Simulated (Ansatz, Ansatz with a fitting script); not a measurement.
Planning a run of Ansatz 0.2.0 on CdPdF6 (R-3). The input:

```yaml
crystal:
  lattice:
    - [2.54, 1.4664696837, 4.7966666667]
    - [-2.54, 1.4664696837, 4.7966666667]
    - [0.0, -2.9329393675, 4.7966666667]
  atoms:
    - { symbol: Cd, position: [0.5, 0.5, 0.5] }
    - { symbol: Pd, position: [0.0, 0.0, 0.0] }
    - { symbol: F, position: [0.2240305094, 0.6174476415, 0.9258604607] }
    - { symbol: F, position: [0.9258604607, 0.2240305094, 0.6174476415] }
    - { symbol: F, position: [0.6174476415, 0.9258604607, 0.2240305094] }
    - { symbol: F, position: [0.7759694906, 0.3825523585, 0.0741395393] }
    - { symbol: F, position: [0.0741395393, 0.7759694906, 0.3825523585] }
    - { symbol: F, position: [0.3825523585, 0.0741395393, 0.7759694906] }
kpoints:
  mp_grid: { grid: [3, 3, 3] }
hamiltonian:
  xc: lda
  pseudopotentials: { kind: paw, source: ansatz, frozen_core: stored }
scf:
  occupations: { method: fixed }
  lower_state_search: "off"
  convergence: { dr2_threshold: 1.0e-09 }
output:
  embedding: [{ level: hf }]
basis:
  ecutwfc: 1000
```

```sh
ansatz run input.yaml --threads 4 --pin off --max-ram 18432MiB --backend cpu --events-out ev --progress --plain --runs-dir out
```

Q: Estimate wall time and host memory on 4 threads of Arm Neoverse V1, shared host.

It took 2 min; on shared hardware allow 59 s to 3.9 min. Peak host memory was 0.85 GiB.

[Paths, hosts, dates, memory and timing lines, banners, echoed tables and standing remarks are left out of the program output.]

[Logs are printed without paths, hosts, clocks, repeated set-up lines and the standing remarks that a program may print on its own settings, such as how far it seeks lower states.]

[Runs of the session that timed out or met a known fault of the program may be left out.]

[Hosts, paths, dates, database ids (printed as entryN), source tags and the programs' standing remarks are cut or masked in the printed files.]
